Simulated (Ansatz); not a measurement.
# Band gap of SrTiO3 (I4/mcm) from density functionals to GW

Aim: the gap of SrTiO3 (I4/mcm) at several levels of theory on one structure, with the time that each takes.

Main program and level: Ansatz 0.2.0; density functionals, hybrids and G0W0, plane waves, PAW.

### 1. The structure

The structure is tetragonal, space group I4/mcm (No. 140). The conventional cell has a = 5.511 Å, b = 5.511 Å, c = 7.796 Å, α = 90.00°, β = 90.00°, γ = 90.00°. Nearest to Sr lie 12 O at 2.73 to 2.78 Å. Nearest to Ti lie 6 O at 1.95 Å. O has 2 Ti at 1.95 Å and 4 Sr at 2.76 Å nearest. Nearest to O lie 2 Ti at 1.95 Å and 4 Sr at 2.73 to 2.78 Å. Farther neighbours and most contacts between anions are not listed.

The cell and positions come from the Crystallography Open Database and are kept as given unless a step says otherwise. The default PAW set here is soft_2. Its files were made with PBE.

### 2. LDA on the 6×6×6 mesh

This step: DFT, LDA, plane waves, PAW.

input.yaml reads:

```yaml
crystal:
  lattice:
    - [-2.7555, 2.7555, 3.898]
    - [2.7555, -2.7555, 3.898]
    - [2.7555, 2.7555, -3.898]
  atoms:
    - { symbol: Sr, position: [0.75, 0.25, 0.5] }
    - { symbol: Sr, position: [0.25, 0.75, 0.5] }
    - { symbol: Ti, position: [0.0, 0.0, 0.0] }
    - { symbol: Ti, position: [0.5, 0.5, 0.0] }
    - { symbol: O, position: [0.25, 0.25, 0.0] }
    - { symbol: O, position: [0.75, 0.75, 0.0] }
    - { symbol: O, position: [0.7451, 0.2451, 0.9902] }
    - { symbol: O, position: [0.2451, 0.2549, 0.5] }
    - { symbol: O, position: [0.2549, 0.7549, 0.0098] }
    - { symbol: O, position: [0.7549, 0.7451, 0.5] }
kpoints:
  mp_grid: { grid: [6, 6, 6] }
  band_path:
    path:
      - [0.0, 0.0, 0.0]
      - [0.0, 0.0, 0.5]
      - [0.25, 0.25, 0.25]
      - [0.0, 0.5, 0.0]
      - [0.5, 0.5, -0.5]
      - [0.37492725, 0.62507275, -0.37492725]
      - [-0.37492725, 0.37492725, 0.37492725]
      - [-0.24985449, 0.24985449, 0.5]
    npoints: 1
hamiltonian:
  xc: lda
scf:
  occupations: { method: fixed }
  n_extra_bands: 7
output:
  eigenvalues: true
  forces: true
  stress: true
```

The run is started by

```
> ansatz run input.yaml --threads 3 --pin off --max-ram 92160MiB --backend cuda --events-out ev --progress --plain --runs-dir out --devices 1 --max-vram 13GiB  # rebuilt from the run's record
```

Numbers of over 12 decimals in the logs are rounded to 6 here.

Log:

```text
scf.n_extra_bands = 7 over 40 filled bands (N_el = 80.0): the run solves 47 bands
GPUs: using 1 of 1 available (devices: 1).
Engine: ansatz 0.2.0, x86_64-unknown-linux-gnu
Pseudopotentials: kind: paw
Pseudopotential: Sr, paw, valence charge 10, recommended cutoff 420 eV (normal), Sr.paw.azcp
Pseudopotential: Ti, paw, valence charge 12, recommended cutoff 420 eV (normal), Ti.paw.azcp
Pseudopotential: O, paw, valence charge 6, recommended cutoff 420 eV (normal), O.paw.azcp
Functional definition: SPW92
  exchange = slater_x
  correlation = pw_c
device memory: the entry about to start is reckoned to put 2.5 GiB on a device that reports 51.5 GiB free (of which the cap on the GPU budget leaves the run 13.0 GiB)
GPU FFT provider: cuFFT
GPU libraries: cuBLAS 13.8.2, cuFFT 12.4.0, cuSOLVER 12.3.4
Crystal: 10 atoms, lattice volume = 118.387 Å³
Basis set: ecut = 420 eV, 2277 PW (Γ)
Bands: 47, of which v1, the nominal top of the filled ones, is band 40 counted from 1 (39 counted from 0)
Symmetry: 16 space group operations
Space group: I4/mcm (ITA 140), of the structure as read, at distance tolerance 4.9e-5 Å
k-points: 30 of 216
Non-local potential: Sr, projectors of the file, l = 0: 3, l = 1: 2, l = 2: 2
Non-local potential: Ti, projectors of the file, l = 0: 3, l = 1: 2, l = 2: 3, l = 3: 1
Non-local potential: O, projectors of the file, l = 0: 2, l = 1: 2, l = 2: 1
PAW form: soft (Blöchl's): semilocal exchange-correlation on the pseudo side does not see the compensation charge
PAW frozen core: Sr, regenerated for the run's functional, and the local potential with it (the file was generated under x = pbe(κ = 0.804, μ = 0.219515), c = pbe(β = 0.066725))
PAW frozen core: Ti, regenerated for the run's functional, and the local potential with it (the file was generated under x = pbe(κ = 0.804, μ = 0.219515), c = pbe(β = 0.066725))
PAW frozen core: O, regenerated for the run's functional, and the local potential with it (the file was generated under x = pbe(κ = 0.804, μ = 0.219515), c = pbe(β = 0.066725))
PAW one-centre angular grid: Sr, 110 points (default); XC on 64 Gauss nodes
PAW one-centre angular grid: Ti, 590 points (default); XC on 64 Gauss nodes
PAW one-centre angular grid: O, 110 points (default); XC on 64 Gauss nodes
Initial density: superposition of atomic densities (neutral atoms: chi_scale 0, normalization atom), corrected by the library's trained network
Initial wavefunctions: pseudopotential atomic-orbital guess
GPU buffer pool allocated for 64000 grid points (all kernels)
GPU transforms: local potential and band sums: pruned to the plane-wave sphere, on 40×40×40
Functional: x = slater, c = lda
SCF iter   1: F=—  HF=-15138.862838 eV  |F-HF|=—  |Δ(HF+E_count)|=         —  Δρ=1.94e-2  dr2=4.20e-1  ethr=1.77e-3  ⟨swp⟩=4.9  Hψ=5703  notcnv=0  defer=107
preconditioner: auto → Resta (q_TF=auto, 2.556 Å⁻¹)  ε∞=6.6  [insulator: Δε(μ)=1.539 eV  Ē_g=11.161 eV  n_scr=26 (ndim 8)  ℏωp=26.4 eV  f_vac=0.000  ε∞_Penn≈6.6]
SCF iter   2: F=—  HF=-15138.791332 eV  |F-HF|=—  |Δ(HF+E_count)|=   7.15e-2  Δρ=9.51e-3  dr2=8.17e-2  ethr=5.25e-4  ⟨swp⟩=2.8  Hψ=2410  notcnv=0  defer=132
SCF iter   3: F=—  HF=-15138.775318 eV  |F-HF|=—  |Δ(HF+E_count)|=   1.60e-2  Δρ=2.96e-3  dr2=7.02e-3  ethr=1.02e-4  ⟨swp⟩=2.9  Hψ=2073  notcnv=0  defer=131
SCF iter   4: F=—  HF=-15138.773470 eV  |F-HF|=—  |Δ(HF+E_count)|=   1.85e-3  Δρ=7.52e-4  dr2=4.15e-4  ethr=8.78e-6  ⟨swp⟩=2.6  Hψ=2041  notcnv=0  defer=139
SCF iter   5: F=—  HF=-15138.773333 eV  |F-HF|=—  |Δ(HF+E_count)|=   1.37e-4  Δρ=8.77e-5  dr2=1.05e-5  ethr=5.18e-7  ⟨swp⟩=2.5  Hψ=2011  notcnv=0  defer=93
SCF iter   6: F=—  HF=-15138.773170 eV  |F-HF|=—  |Δ(HF+E_count)|=   1.63e-4  Δρ=3.24e-5  dr2=8.32e-7  ethr=1.32e-8  ⟨swp⟩=2.1  Hψ=2334  notcnv=0  defer=45
SCF iter   7: F=-15138.773170 eV  HF=-15138.773170 eV  |F-HF|=5.33e-8  |Δ(HF+E_count)|=   5.58e-8  Δρ=8.77e-6  dr2=7.87e-8  ethr=1.25e-10  ⟨swp⟩=13.6  Hψ=8211  notcnv=0
SCF 1 converged in 7 iterations: F = -15138.773170 eV  dr2 = 7.87e-8
[...]
device memory: the entry about to start is reckoned to put 2.5 GiB on a device that reports 52.1 GiB free (of which the cap on the GPU budget leaves the run 13.0 GiB)
NSCF: frozen V_eff on 8 k-points
SCF converged after 7 iterations
Free energy (F): -15138.773170 eV
Harris-Foulkes:  -15138.773170 eV  (|F-HF|=5.33e-8)
Internal energy: -15138.773170 eV  (E = F + TS)
E sigma→0 (E₀):  -15138.773170 eV
Fermi energy:    9.686429 eV
--- Per-component energies (eV) ---
  E_band       = -422.480020
  E_kinetic    = 2087.148877
  E_local      = -4761.911927  (includes V_loc(G=0)·N_el)
  E_nonlocal   = 723.067572
  E_hartree    = 1653.474332
  E_xc         = -978.846701
  E_vxc        = -1135.940639  (∫ρ·V_xc dr)
  E_paw        = -8069.078859  (= ΣΔE_a)
  E_vpaw       = -641.810240  (= ΣTr[D̂ρ^β])
  E_aug_tail   = 0.015475  (compensation charges beyond the density's cutoff)
  E_ewald      = -5794.463639
  E_core_change = 1.821700  (= ΣΔE_core)
  E_smearing   = -0.000000  (= −TS)
  E_closure    = -0.000000  (closes the sum)
  Σ components = -15138.773170   (vs F -15138.773170, Δ=0.00e0)
--- Forces (eV/Å), atoms counted from 1 ---
  atom   1  Sr     0.00000000     0.00000000     0.00000000
  atom   2  Sr     0.00000000     0.00000000     0.00000000
  atom   3  Ti     0.00000000    -0.00000000     0.00000000
  atom   4  Ti     0.00000000     0.00000000     0.00000000
  atom   5  O      0.00000000     0.00000000     0.00000000
  atom   6  O     -0.00000000     0.00000000     0.00000000
  atom   7  O     -0.00942393    -0.00942393     0.00000000
  atom   8  O      0.00942393    -0.00942393     0.00000000
  atom   9  O      0.00942393     0.00942393     0.00000000
  atom  10  O     -0.00942393     0.00942393     0.00000000
  max |Σ_I F_I| component: 3.47e-18 eV/Å
--- Stress (GPa, compression-positive) ---
       -6.270508      -0.000000      -0.000000
       -0.000000      -6.270508       0.000000
       -0.000000      -0.000000      -6.286100
  P = ⅓ Tr σ = -6.2757 GPa (-62.757 kbar)
--- Band table (eV; the first three rows and the last of 30) ---
  k-point 0: bands = [... 36 lower, 9.3446, 9.6802, 9.6864, 9.6864, 11.4854, 11.4854, 11.4862, 14.0658, ... 3 higher]
  k-point 1: bands = [... 36 lower, 9.1904, 9.3552, 9.3564, 9.6641, 11.5271, 12.0830, 12.0843, 13.9467, ... 3 higher]
  k-point 2: bands = [... 36 lower, 8.6123, 9.0222, 9.0223, 9.6202, 11.6141, 13.0464, 13.0472, 13.6224, ... 3 higher]
  k-point 29: bands = [... 36 lower, 8.1086, 8.9618, 8.9618, 9.5973, 11.6611, 13.4649, 13.4649, 13.5113, ... 3 higher]
```

The job ended after 7.2 s (1 × NVIDIA H100 80GB HBM3 (shared by 6 runs) with 3 threads of AMD EPYC 7R13 (Zen 3), shared host; peak memory 0.93 GiB).

Numbers from this step:

```
pressure             : -6.276 GPa
gap                  : 1.799 eV
valence top at       : Γ
conduction bottom at : Γ
least direct gap     : 1.799 eV
```

Over mesh and listed points the gap is 1.799 eV, direct, at k = Γ. The pressure in this cell is -6 GPa; the cell is kept.

### 3. PBEsol on the 6×6×6 mesh

This step: DFT, PBEsol, plane waves, PAW.

input.yaml: that of step 2 with these lines changed.

```diff
@@ -30,3 +30,3 @@
 hamiltonian:
-  xc: lda
+  xc: pbesol
 scf:
```

Log:

```text
[...]
GPUs: using 1 of 1 available (devices: 1).
[...]
GPU FFT provider: cuFFT
GPU libraries: cuBLAS 13.8.2, cuFFT 12.4.0, cuSOLVER 12.3.4
Crystal: 10 atoms, lattice volume = 118.387 Å³
Basis set: ecut = 420 eV, 2277 PW (Γ), exchange–correlation on 80×80×80 points (8 copies of the dense FFT grid, shifted against one another)
Bands: 47, of which v1, the nominal top of the filled ones, is band 40 counted from 1 (39 counted from 0)
Symmetry: 16 space group operations
[...]
k-points: 30 of 216
[...]
GPU buffer pool allocated for 64000 grid points (all kernels)
[...]
SCF iter   1: F=—  HF=-15314.550232 eV  |F-HF|=—  |Δ(HF+E_count)|=         —  Δρ=1.70e-2  dr2=2.90e-1  ethr=1.77e-3  ⟨swp⟩=4.9  Hψ=5705  notcnv=0  defer=104
[...]
atom   5  O     -0.00000000     0.00000000     0.00000000
  atom   6  O     -0.00000000    -0.00000000     0.00000000
  atom   7  O     -0.00991279    -0.00991279    -0.00000000
  atom   8  O      0.00991279    -0.00991279    -0.00000000
  atom   9  O      0.00991279     0.00991279     0.00000000
  atom  10  O     -0.00991279     0.00991279     0.00000000
  max |Σ_I F_I| component: 1.73e-18 eV/Å
--- Stress (GPa, compression-positive) ---
       -0.883151       0.000000       0.000000
        0.000000      -0.883151      -0.000000
        0.000000      -0.000000      -0.895982
  P = ⅓ Tr σ = -0.8874 GPa (-8.874 kbar)
--- Band table (eV; the first three rows and the last of 30) ---
  k-point 0: bands = [... 36 lower, 9.5906, 9.9257, 9.9320, 9.9320, 11.7804, 11.7804, 11.7812, 14.3247, ... 3 higher]
  k-point 1: bands = [... 36 lower, 9.4376, 9.6005, 9.6017, 9.9101, 11.8222, 12.3730, 12.3743, 14.2312, ... 3 higher]
  k-point 2: bands = [... 36 lower, 8.8559, 9.2693, 9.2694, 9.8667, 11.9092, 13.3332, 13.3340, 13.9089, ... 3 higher]
  k-point 29: bands = [... 36 lower, 8.3487, 9.2087, 9.2087, 9.8439, 11.9563, 13.7515, 13.7515, 13.7980, ... 3 higher]
[key lines of the parts left out:]
SCF converged after 7 iterations
Free energy (F): -15314.485613 eV
Fermi energy:    9.932022 eV
```

The job ended after 8.7 s (1 × NVIDIA H100 80GB HBM3 (shared by 6 runs) with 3 threads; peak memory 0.93 GiB).

This step gave:

```yaml
pressure: -0.8874 GPa
gap: 1.848 eV
valence_top_at: Γ
conduction_bottom_at: Γ
least_direct_gap: 1.848 eV
```

Over mesh and listed points the gap is 1.848 eV, direct, at k = Γ. PBEsol against LDA: 1.848 − 1.799 = +0.049 eV, with the same mesh, files and cutoff, and both edges at the same k points.

### 4. PBE on the 6×6×6 mesh

Levels along a band path and on the mesh show where this functional puts the band edges.

This step: DFT, PBE, plane waves, PAW.

input.yaml: that of step 3 with these lines changed.

```diff
@@ -20,15 +20,11 @@
     path:
-      - [0.0, 0.0, 0.0]
-      - [0.0, 0.0, 0.5]
-      - [0.25, 0.25, 0.25]
-      - [0.0, 0.5, 0.0]
-      - [0.5, 0.5, -0.5]
-      - [0.37492725, 0.62507275, -0.37492725]
-      - [-0.37492725, 0.37492725, 0.37492725]
-      - [-0.24985449, 0.24985449, 0.5]
-    npoints: 1
+      - [[0.0, 0.0, 0.0], [0.0, 0.0, 0.5], [0.25, 0.25, 0.25], [0.0, 0.5, 0.0], [0.0, 0.0, 0.0], [0.5, 0.5, -0.5], [0.37492725, 0.62507275, -0.37492725]]
+      - [[-0.37492725, 0.37492725, 0.37492725], [0.0, 0.0, 0.0]]
+      - [[0.0, 0.0, 0.5], [-0.24985449, 0.24985449, 0.5]]
+      - [[0.5, 0.5, -0.24985449], [0.5, 0.5, -0.5]]
+    npoints: 10
 hamiltonian:
-  xc: pbesol
+  xc: pbe
 scf:
-  occupations: { method: fixed }
+  occupations: { method: fermi_dirac, width: 0.02 }
   n_extra_bands: 7
@@ -38 +34,5 @@
   stress: true
+  write_density: true
+  write_potential: true
+  elf: true
+  volumetric_format: npy
```

Log:

```text
[...]
GPUs: using 1 of 1 available (devices: 1).
[...]
GPU FFT provider: cuFFT
GPU libraries: cuBLAS 13.8.2, cuFFT 12.4.0, cuSOLVER 12.3.4
Crystal: 10 atoms, lattice volume = 118.387 Å³
Basis set: ecut = 420 eV, 2277 PW (Γ), exchange–correlation on 80×80×80 points (8 copies of the dense FFT grid, shifted against one another)
[...]
k-point 0: bands = [... 36 lower, 9.7345, 10.0668, 10.0728, 10.0728, 11.9762, 11.9762, 11.9770, 14.4395, ... 3 higher]
  k-point 1: bands = [... 36 lower, 9.5846, 9.7484, 9.7496, 10.0512, 12.0163, 12.5511, 12.5523, 14.3684, ... 3 higher]
  k-point 2: bands = [... 36 lower, 9.0161, 9.4180, 9.4180, 10.0084, 12.0996, 13.4873, 13.4881, 14.0510, ... 3 higher]
  k-point 29: bands = [... 36 lower, 8.5129, 9.3580, 9.3580, 9.9861, 12.1445, 13.8945, 13.8945, 13.9400, ... 3 higher]
[key lines of the parts left out:]
SCF converged after 6 iterations
Free energy (F): -15508.916366 eV
Fermi energy:    11.027328 eV
P = ⅓ Tr σ = 5.4512 GPa (54.512 kbar)
```

Elapsed: 11 s, on 1 × NVIDIA H100 80GB HBM3 (shared by 6 runs) with 3 threads; peak memory 0.99 GiB; 8.4 s of CPU time.

Numbers from this step:

- pressure: 5.451 GPa
- gap: 1.903 eV
- valence top at: Γ
- conduction bottom at: Γ
- least direct gap: 1.903 eV

Over mesh and path the gap is 1.903 eV, direct, at k = Γ. The pressure in this cell is 5 GPa; the cell is kept. PBE against PBEsol: 1.903 − 1.848 = +0.055 eV, with the same mesh, files and cutoff, and both edges at the same k points.

### 5. PBE+SOC on the 6×6×6 mesh

This run has two-component orbitals with spin-orbit coupling.

This step: DFT, PBE with spin-orbit coupling, plane waves, PAW.

input.yaml, the sections that differ from step 4:

```yaml
kpoints:
  mp_grid: { grid: [6, 6, 6] }
  band_path:
    path:
      - [0.0, 0.0, 0.0]
      - [0.0, 0.0, 0.5]
      - [0.25, 0.25, 0.25]
      - [0.0, 0.5, 0.0]
      - [0.5, 0.5, -0.5]
      - [0.37492725, 0.62507275, -0.37492725]
      - [-0.37492725, 0.37492725, 0.37492725]
      - [-0.24985449, 0.24985449, 0.5]
    npoints: 1
scf:
  occupations: { method: fixed }
  n_extra_bands: 14
magnetization:
  noncollinear: true
  spin_orbit: true
output:
  eigenvalues: true
  forces: true
  stress: true
# crystal, hamiltonian: as in step 4
```

Log:

```text
[...]
GPUs: using 1 of 1 available (devices: 1).
[...]
non-collinear run that drives no moment, with spin-orbit: no starting moment large enough to seed its density (crystal.atoms[].spin), no starting occupations that ask for one, no magnetisation constraint and no magnetic field, so the semilocal B_xc is pinned to zero
[...]
k-point 1: bands = [... 76 lower, 9.7549, 9.7549, 10.0513, 10.0513, 12.0161, 12.0161, 12.5415, 12.5415, ... 10 higher]
  k-point 2: bands = [... 76 lower, 9.4371, 9.4371, 10.0084, 10.0084, 12.0995, 12.0995, 13.4759, 13.4759, ... 10 higher]
  k-point 29: bands = [... 76 lower, 9.3763, 9.3763, 9.9861, 9.9861, 12.1445, 12.1445, 13.8829, 13.8829, ... 10 higher]
[key lines of the parts left out:]
SCF converged after 10 iterations
Magnetization: |M| = 0.0000 μB,  M = (+0.0000, +0.0000, +0.0000) μB
Free energy (F): -15510.288193 eV
Fermi energy:    10.078950 eV
P = ⅓ Tr σ = 5.4511 GPa (54.511 kbar)
```

Run time: 7.6 s. Hardware: 1 × NVIDIA H100 80GB HBM3 (shared by 6 runs) with 3 threads; peak memory 1.1 GiB; 15 s of CPU time.

Numbers from this step:

```
pressure             : 5.451 GPa
gap                  : 1.888 eV
valence top at       : Γ
conduction bottom at : Γ
least direct gap     : 1.888 eV
```

Over mesh and listed points the gap is 1.888 eV, direct, at k = Γ. The pressure in this cell is 5 GPa; the cell is kept. PBE+SOC against PBE: 1.888 − 1.903 = −0.015 eV, with the same mesh, set of files (read in its fully relativistic form for the spin-orbit run) and cutoff, and both edges at the same k points. The spin-orbit run sees mesh and listed points alone, so its gap is an upper bound: the coupling can move an edge off these points, and the change over the zone, its sign included where it is small, is not known.

### 6. r2SCAN on the 6×6×6 mesh

r2SCAN is a meta-GGA: it depends on the kinetic-energy density as well as on the density and its gradient.

This step: DFT, r2SCAN, plane waves, PAW.

input.yaml: that of step 5 with these lines changed.

```diff
@@ -30,9 +30,6 @@
 hamiltonian:
-  xc: pbe
+  xc: r2scan
 scf:
   occupations: { method: fixed }
-  n_extra_bands: 14
-magnetization:
-  noncollinear: true
-  spin_orbit: true
+  n_extra_bands: 7
 output:
```

Log:

```text
[...]
GPUs: using 1 of 1 available (devices: 1).
[...]
GPU FFT provider: cuFFT
GPU libraries: cuBLAS 13.8.2, cuFFT 12.4.0, cuSOLVER 12.3.4
Crystal: 10 atoms, lattice volume = 118.387 Å³
Basis set: ecut = 500 eV, 2975 PW (Γ), exchange–correlation on 180×180×180 points (64 copies of the dense FFT grid, shifted against one another)
[...]
k-point 0: bands = [... 36 lower, 9.3818, 9.7349, 9.7408, 9.7408, 12.0234, 12.0234, 12.0243, 14.4182, ... 3 higher]
  k-point 1: bands = [... 36 lower, 9.2327, 9.4153, 9.4166, 9.7201, 12.0613, 12.5781, 12.5793, 14.3919, ... 3 higher]
  k-point 2: bands = [... 36 lower, 8.6699, 9.0582, 9.0582, 9.6781, 12.1395, 13.5076, 13.5083, 14.0774, ... 3 higher]
  k-point 29: bands = [... 36 lower, 8.1454, 8.9953, 8.9953, 9.6564, 12.1816, 13.9152, 13.9152, 13.9614, ... 3 higher]
[key lines of the parts left out:]
SCF converged after 8 iterations
Free energy (F): -15549.443892 eV
Fermi energy:    9.740844 eV
P = ⅓ Tr σ = 1.4194 GPa (14.194 kbar)
```

The job ended after 3.6 s (1 × NVIDIA H100 80GB HBM3 (shared by 6 runs) with 3 threads; peak memory 1.2 GiB).

This step gave:

```
pressure             : 1.419 GPa
gap                  : 2.283 eV
valence top at       : Γ
conduction bottom at : Γ
least direct gap     : 2.283 eV
```

Over mesh and listed points the gap is 2.283 eV, direct, at k = Γ. r2SCAN against PBE: 2.283 − 1.903 = +0.380 eV. The runs also differ in plane-wave cutoff (420 eV and 500 eV), so how much of this comes from the functional alone is not known.

(Continued in part 2 of 3.)

[Paths, hosts, dates, memory and timing lines, banners, echoed tables and standing remarks are left out of the program output.]

[Logs are printed without paths, hosts, clocks, repeated set-up lines and the standing remarks that a program may print on its own settings, such as how far it seeks lower states.]

[Runs of the session that timed out or met a known fault of the program may be left out.]

[Cells called generated may have been cut or substituted from an entry of the Crystallography Open Database or the Materials Project.]

[Hosts, paths, dates, database ids (printed as entryN), source tags and the programs' standing remarks are cut or masked in the printed files.]

[Where an RPA ε∞ is given, it is that of the G0W0 mesh and is not shown converged in it. Names of k-points follow the symmetry that the program found, which can be lower than the space group named. Band edges on a path are those of the sampled points; other points can move an edge, and change direct to indirect where valleys lie close.]

[Hybrid gaps are those of their k-mesh and are not shown converged in it.]
